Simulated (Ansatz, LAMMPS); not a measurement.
# Compressing and expanding glassy 63SiO2-37Na2O (mol %) (114 atoms)

Aim: relax glassy 63SiO2-37Na2O (mol %) (114 atoms), then change its volume to read the bulk modulus from the stress.

Method: Kohn-Sham DFT, r2SCAN, PAW (set soft_2), plane waves, in Ansatz 0.2.0.

**1. The structure**

The cell holds 114 atoms: 24 Si, 28 Na and 62 O. Its edges and angles: a = 11.406 Å, b = 11.406 Å, c = 11.406 Å, α = 90.0°, β = 90.0°, γ = 90.0°. 114 atoms (24 Si, 28 Na, 62 O) placed at random at 2.47 g/cm³, melted at 4000 K for 10 ps at fixed volume with the Morse and Coulomb pair potential with partial charges (Pedone, Malavasi, Menziani, Cormack and Segre, J. Phys. Chem. B 110, 11780 (2006)). Quenched from 4000 K to 300 K at 10 K/ps and fixed volume, held 10 ps at zero pressure.

What the set-up can't give: The quench rate of 10 K/ps far exceeds what a furnace or splat quench reaches, so expect more defects and frozen-in strain than in a real sample. The network of bonds at the start is that of the classical potential that made the cell, and needn't be the one that DFT or experiment would give. Only the Γ point is sampled.

**2. Single point at the start**

The forces at the start show how far the geometry lies from a minimum of this functional.

Contents of input.yaml:

```yaml
crystal:
  lattice:
    - [11.40595, 0.0, 0.0]
    - [0.0, 11.40595, 0.0]
    - [0.0, 0.0, 11.40595]
  atoms:
    - { symbol: Si, position: [0.64728, 0.89364, 0.03741] }
    - { symbol: Si, position: [0.52516, 0.27513, 0.65723] }
    - { symbol: Si, position: [0.19533, 0.64446, 0.46693] }
    - { symbol: Si, position: [0.7881, 0.19415, 0.69541] }
    - { symbol: Si, position: [0.68665, 0.99899, 0.29595] }
    - { symbol: Si, position: [0.56822, 0.55808, 0.22347] }
    - { symbol: Si, position: [0.36755, 0.80258, 0.59622] }
    - { symbol: Si, position: [0.99251, 0.8699, 0.76183] }
    - { symbol: Si, position: [0.20494, 0.38115, 0.50198] }
    - { symbol: Si, position: [0.22428, 0.74976, 0.83286] }
    - { symbol: Si, position: [0.36909, 0.1449, 0.96669] }
    - { symbol: Si, position: [0.93539, 0.67776, 0.58046] }
    - { symbol: Si, position: [0.51218, 0.34682, 0.90285] }
    - { symbol: Si, position: [0.37226, 0.87298, 0.01641] }
    - { symbol: Si, position: [0.09934, 0.09242, 0.63208] }
    - { symbol: Si, position: [0.35744, 0.07918, 0.56192] }
    - { symbol: Si, position: [0.59421, 0.71202, 0.70386] }
    - { symbol: Si, position: [0.82343, 0.03096, 0.90636] }
    - { symbol: Si, position: [0.16565, 0.88078, 0.19273] }
    - { symbol: Si, position: [0.02023, 0.0881, 0.08824] }
    - { symbol: Si, position: [0.73212, 0.46837, 0.02308] }
    - { symbol: Si, position: [0.10107, 0.61089, 0.21077] }
    - { symbol: Si, position: [0.92799, 0.39726, 0.57292] }
    - { symbol: Si, position: [0.13895, 0.22414, 0.86707] }
    - { symbol: Na, position: [0.60166, 0.00758, 0.58221] }
    - { symbol: Na, position: [0.97668, 0.38157, 0.03663] }
    - { symbol: Na, position: [0.98741, 0.92122, 0.4093] }
    - { symbol: Na, position: [0.78438, 0.73439, 0.85557] }
    - { symbol: Na, position: [0.67582, 0.31849, 0.38342] }
    - { symbol: Na, position: [0.40631, 0.03167, 0.25115] }
    - { symbol: Na, position: [0.25885, 0.43124, 0.7405] }
    - { symbol: Na, position: [0.24789, 0.5052, 0.97855] }
    - { symbol: Na, position: [0.99085, 0.54316, 0.81869] }
    - { symbol: Na, position: [0.20331, 0.27738, 0.17341] }
    - { symbol: Na, position: [0.81605, 0.51495, 0.30353] }
    - { symbol: Na, position: [0.44551, 0.54282, 0.56245] }
    - { symbol: Na, position: [0.80558, 0.73474, 0.2394] }
    - { symbol: Na, position: [0.66618, 0.75851, 0.44964] }
    - { symbol: Na, position: [0.80825, 0.18071, 0.17383] }
    - { symbol: Na, position: [0.00765, 0.3451, 0.30694] }
    - { symbol: Na, position: [0.92365, 0.67642, 0.03274] }
    - { symbol: Na, position: [0.80485, 0.90715, 0.5722] }
    - { symbol: Na, position: [0.34594, 0.43268, 0.18691] }
    - { symbol: Na, position: [0.43669, 0.80856, 0.3149] }
    - { symbol: Na, position: [0.45822, 0.62717, 0.98589] }
    - { symbol: Na, position: [0.68153, 0.51476, 0.48727] }
    - { symbol: Na, position: [0.53312, 0.02138, 0.80403] }
    - { symbol: Na, position: [0.88222, 0.17068, 0.40493] }
    - { symbol: Na, position: [0.44104, 0.29281, 0.37542] }
    - { symbol: Na, position: [0.71275, 0.47375, 0.75586] }
    - { symbol: Na, position: [0.16416, 0.1188, 0.35128] }
    - { symbol: Na, position: [0.57242, 0.26615, 0.13802] }
    - { symbol: O, position: [0.36332, 0.11824, 0.43228] }
    - { symbol: O, position: [0.33308, 0.16998, 0.09637] }
    - { symbol: O, position: [0.41961, 0.41151, 0.98136] }
    - { symbol: O, position: [0.40045, 0.93549, 0.57658] }
    - { symbol: O, position: [0.65711, 0.23642, 0.69838] }
    - { symbol: O, position: [0.30511, 0.78318, 0.94198] }
    - { symbol: O, position: [0.49773, 0.20622, 0.9399] }
    - { symbol: O, position: [0.30286, 0.89384, 0.13622] }
    - { symbol: O, position: [0.08259, 0.16018, 0.98] }
    - { symbol: O, position: [0.51487, 0.85121, 0.01626] }
    - { symbol: O, position: [0.74195, 0.79346, 0.04037] }
    - { symbol: O, position: [0.55215, 0.41881, 0.26042] }
    - { symbol: O, position: [0.18055, 0.62672, 0.33234] }
    - { symbol: O, position: [0.86977, 0.74602, 0.49349] }
    - { symbol: O, position: [0.47971, 0.34606, 0.77027] }
    - { symbol: O, position: [0.64093, 0.61535, 0.32248] }
    - { symbol: O, position: [0.53996, 0.64714, 0.80655] }
    - { symbol: O, position: [0.24103, 0.51995, 0.52101] }
    - { symbol: O, position: [0.46098, 0.13857, 0.64253] }
    - { symbol: O, position: [0.45078, 0.6243, 0.20225] }
    - { symbol: O, position: [0.54174, 0.3508, 0.54929] }
    - { symbol: O, position: [0.89244, 0.92628, 0.84416] }
    - { symbol: O, position: [0.29762, 0.78587, 0.71746] }
    - { symbol: O, position: [0.28414, 0.30869, 0.58725] }
    - { symbol: O, position: [0.82278, 0.9563, 0.31157] }
    - { symbol: O, position: [0.64582, 0.54537, 0.1006] }
    [... 30 atom lines left out ...]
    - { symbol: O, position: [0.12133, 0.74838, 0.16086] }
    - { symbol: O, position: [0.18583, 0.61874, 0.8307] }
    - { symbol: O, position: [0.28764, 0.74187, 0.50003] }
    - { symbol: O, position: [0.83069, 0.53263, 0.94824] }
    - { symbol: O, position: [0.27399, 0.1899, 0.87453] }
    - { symbol: O, position: [0.85084, 0.38459, 0.45407] }
kpoints:
  mp_grid: { grid: [1, 1, 1] }
hamiltonian:
  xc: r2scan
scf:
  occupations: { method: fixed }
output:
  forces: true
```

Run with:

```
$ ansatz run input.yaml --threads 4 --pin off --max-ram 8192MiB --backend cpu --events-out ev --progress --plain --runs-dir out
```

Numbers of over 12 decimals in the logs are rounded to 6 here.

What it wrote:

```text
Engine: ansatz 0.2.0, x86_64-unknown-linux-gnu
Pseudopotentials: kind: paw
Pseudopotential: Si, paw, valence charge 4, recommended cutoff 500 eV (meta_gga), Si.paw.azcp
Pseudopotential: Na, paw, valence charge 9, recommended cutoff 500 eV (meta_gga), Na.paw.azcp
Pseudopotential: O, paw, valence charge 6, recommended cutoff 500 eV (meta_gga), O.paw.azcp
Functional definition: r2SCAN
  parameter k0 = 0.174
  parameter k1 = 0.065
  parameter a1 = 4.9479
  exchange = r2scan_x(k0 = k0, k1 = k1, a1 = a1)
  correlation = r2scan_c
Crystal: 114 atoms, lattice volume = 1483.865 Å³
Basis set: ecut = 500 eV, 37561 PW (Γ), exchange–correlation on 360×360×360 points (64 copies of the dense FFT grid, shifted against one another)
Bands: 474, of which v1, the nominal top of the filled ones, is band 360 counted from 1 (359 counted from 0)
Symmetry: 1 space group operations
Space group: P1 (ITA 1), of the structure as read, at distance tolerance 1.1e-4 Å
k-points: 1
Non-local potential: Si, projectors of the file, l = 0: 2, l = 1: 2, l = 2: 2
Non-local potential: Na, projectors of the file, l = 0: 3, l = 1: 2, l = 2: 1
Non-local potential: O, projectors of the file, l = 0: 2, l = 1: 2, l = 2: 1
PAW form: soft (Blöchl's): semilocal exchange-correlation on the pseudo side does not see the compensation charge
PAW frozen core: Si, regenerated for the run's functional (the file was generated under x = pbe(κ = 0.804, μ = 0.219515), c = pbe(β = 0.066725))
PAW frozen core: Na, regenerated for the run's functional (the file was generated under x = pbe(κ = 0.804, μ = 0.219515), c = pbe(β = 0.066725))
PAW frozen core: O, regenerated for the run's functional (the file was generated under x = pbe(κ = 0.804, μ = 0.219515), c = pbe(β = 0.066725))
PAW one-centre angular grid: Si, 302 points (default); XC on 160 Gauss nodes
PAW one-centre angular grid: Na, 302 points (default); XC on 339 of its mesh's 2595 points in the sphere
PAW one-centre angular grid: O, 302 points (default); XC on 160 Gauss nodes
Initial density: superposition of atomic densities (neutral atoms: chi_scale 0, normalization atom), corrected by the library's trained network
Initial wavefunctions: pseudopotential atomic-orbital guess
Functional: x = r2scan, c = r2scan; τ floored in thin density (d = 2e-4 eV/Å³)
SCF iter   1: F=—  HF=-92391.716889 eV  |F-HF|=—  |Δ(HF+E_count)|=         —  Δρ=8.68e-3  dr2=9.59e-1  dr2_τ=7.57e0  ethr=1.77e-3  ⟨swp⟩=4.0  Hψ=1482  notcnv=0  defer=110
preconditioner: auto → Resta (q_TF=auto, 2.419 Å⁻¹)  ε∞=2.4  [insulator: Δε(μ)=3.315 eV  Ē_g=20.855 eV  n_scr=364 (ndim 8)  ℏωp=24.8 eV  f_vac=0.127  ε∞_Penn≈2.4]
SCF iter   2: F=—  HF=-92394.344382 eV  |F-HF|=—  |Δ(HF+E_count)|=    2.63e0  Δρ=4.59e-3  dr2=1.95e-1  dr2_τ=2.50e-2  ethr=1.33e-4  ⟨swp⟩=3.0  Hψ=822  notcnv=0  defer=112
SCF iter   3: F=—  HF=-92394.326258 eV  |F-HF|=—  |Δ(HF+E_count)|=   1.81e-2  Δρ=1.30e-3  dr2=1.97e-2  dr2_τ=2.62e-3  ethr=2.71e-5  ⟨swp⟩=2.0  Hψ=560  notcnv=0  defer=110
automatic band count: iteration 3 solves 472 bands in place of 474: the levels show a gap, and the empty bands left out lie too high to hold charge; the band table lists the bands solved (type scf.n_extra_bands for more)
SCF iter   4: F=—  HF=-92394.325254 eV  |F-HF|=—  |Δ(HF+E_count)|=   1.00e-3  Δρ=5.49e-4  dr2=3.26e-3  dr2_τ=6.05e-4  ethr=2.74e-6  ⟨swp⟩=2.0  Hψ=584  notcnv=0  defer=110
SCF iter   5: F=—  HF=-92394.324745 eV  |F-HF|=—  |Δ(HF+E_count)|=   5.10e-4  Δρ=1.29e-4  dr2=1.92e-4  dr2_τ=2.53e-5  ethr=4.52e-7  ⟨swp⟩=2.0  Hψ=582  notcnv=0  defer=110
SCF iter   6: F=—  HF=-92394.324822 eV  |F-HF|=—  |Δ(HF+E_count)|=   7.71e-5  Δρ=5.49e-5  dr2=3.51e-5  dr2_τ=5.23e-6  ethr=2.66e-8  ⟨swp⟩=2.0  Hψ=598  notcnv=0  defer=106
SCF iter   7: F=—  HF=-92394.328602 eV  |F-HF|=—  |Δ(HF+E_count)|=   3.78e-3  Δρ=1.54e-5  dr2=2.75e-6  dr2_τ=3.72e-7  ethr=4.88e-9  ⟨swp⟩=2.0  Hψ=691  notcnv=0  defer=104
SCF iter   8: F=—  HF=-92394.328603 eV  |F-HF|=—  |Δ(HF+E_count)|=   1.03e-6  Δρ=7.04e-6  dr2=5.88e-7  dr2_τ=8.71e-8  ethr=3.82e-10  ⟨swp⟩=2.0  Hψ=614  notcnv=0  defer=104
SCF iter   9: F=-92394.328603 eV  HF=-92394.328603 eV  |F-HF|=8.28e-9  |Δ(HF+E_count)|=   9.98e-9  Δρ=1.66e-6  dr2=3.08e-8  dr2_τ=4.27e-9  ethr=1.39e-11  ⟨swp⟩=3.0  Hψ=1455  notcnv=0
SCF 1 converged in 9 iterations: F = -92394.328603 eV  dr2 = 3.08e-8
  greatest PAW one-centre occupation: 1.000 electrons in one spin orbital (limit 2), on the Na atom at site 38 (counted from 0), in its partial waves of l = 0
SCF converged after 9 iterations
Free energy (F): -92394.328603 eV
Harris-Foulkes:  -92394.328603 eV  (|F-HF|=8.28e-9)
Internal energy: -92394.328603 eV  (E = F + TS)
E sigma→0 (E₀):  -92394.328603 eV
Fermi energy:    4.236992 eV
--- Per-component energies (eV) ---
  E_band       = -7926.165292
  E_kinetic    = 15651.923491
  E_local      = -63821.937528  (includes V_loc(G=0)·N_el)
  E_nonlocal   = 6763.281826
  E_hartree    = 23099.362159
  E_xc         = -6907.485214
  E_vxc        = -9456.961280  (∫ρ·V_xc dr)
  E_paw        = -29940.563391  (= ΣΔE_a)
  E_vpaw       = -3902.576189  (= ΣTr[D̂ρ^β])
  E_aug_tail   = 0.065661  (compensation charges beyond the density's cutoff)
  E_vtau       = 641.305390  (kinetic-family band-sum trace: ∫τ·v_τ [+ j·A + Jᵃ·Aᵃ] dr)
  E_ewald      = -37234.425395
  E_core_change = -4.550212  (= ΣΔE_core)
  E_smearing   = -0.000000  (= −TS)
  E_closure    = 0.000000  (closes the sum)
  Σ components = -92394.328603   (vs F -92394.328603, Δ=0.00e0)
--- Forces (eV/Å), atoms counted from 1 ---
  atom   1  Si     1.99449777    -0.76460220     2.51264442
  atom   2  Si    -0.40639793    -3.02147586     0.89890581
  atom   3  Si    -1.55502195    -1.46689240     0.93925940
  atom   4  Si     1.46684462     0.71981920     1.09960927
  atom   5  Si     1.70302253    -2.55227642     0.47802609
  atom   6  Si    -0.63701232    -2.75589183    -1.20133233
  atom   7  Si    -1.12508092     0.75789407     2.42945232
  atom   8  Si     2.32067559     1.11626815    -0.70557627
  atom   9  Si    -0.84350228    -0.95590031     1.10922159
  atom  10  Si    -1.46166513    -0.04581798    -2.34622262
  atom  11  Si    -0.52603213     1.01710509     0.87158882
  atom  12  Si     4.98334250    -3.33534893     2.96171507
  atom  13  Si    -1.83420743    -0.32512964     3.04828170
  atom  14  Si     2.34065735     4.63372527    -0.76834227
[...]
atom 113  O      1.28222363     0.12260106    -1.12757317
  atom 114  O     -0.23388344    -0.11252351    -1.19393186
  max |Σ_I F_I| component: 3.03e-4 eV/Å
```

It took 32 s on 4 threads of Intel Xeon Platinum 8488C (Sapphire Rapids), shared host; peak memory 4.4 GiB; 2.1 min of CPU time.

The r.m.s. force at the start is 1.3 eV/Å.

(Part 1 of 3 ends here.)

[Logs are printed without paths, hosts, clocks, repeated set-up lines and the standing remarks that a program may print on its own settings, such as how far it seeks lower states.]

[Hosts, paths, dates, database ids (printed as entryN), source tags and the programs' standing remarks are cut or masked in the printed files.]
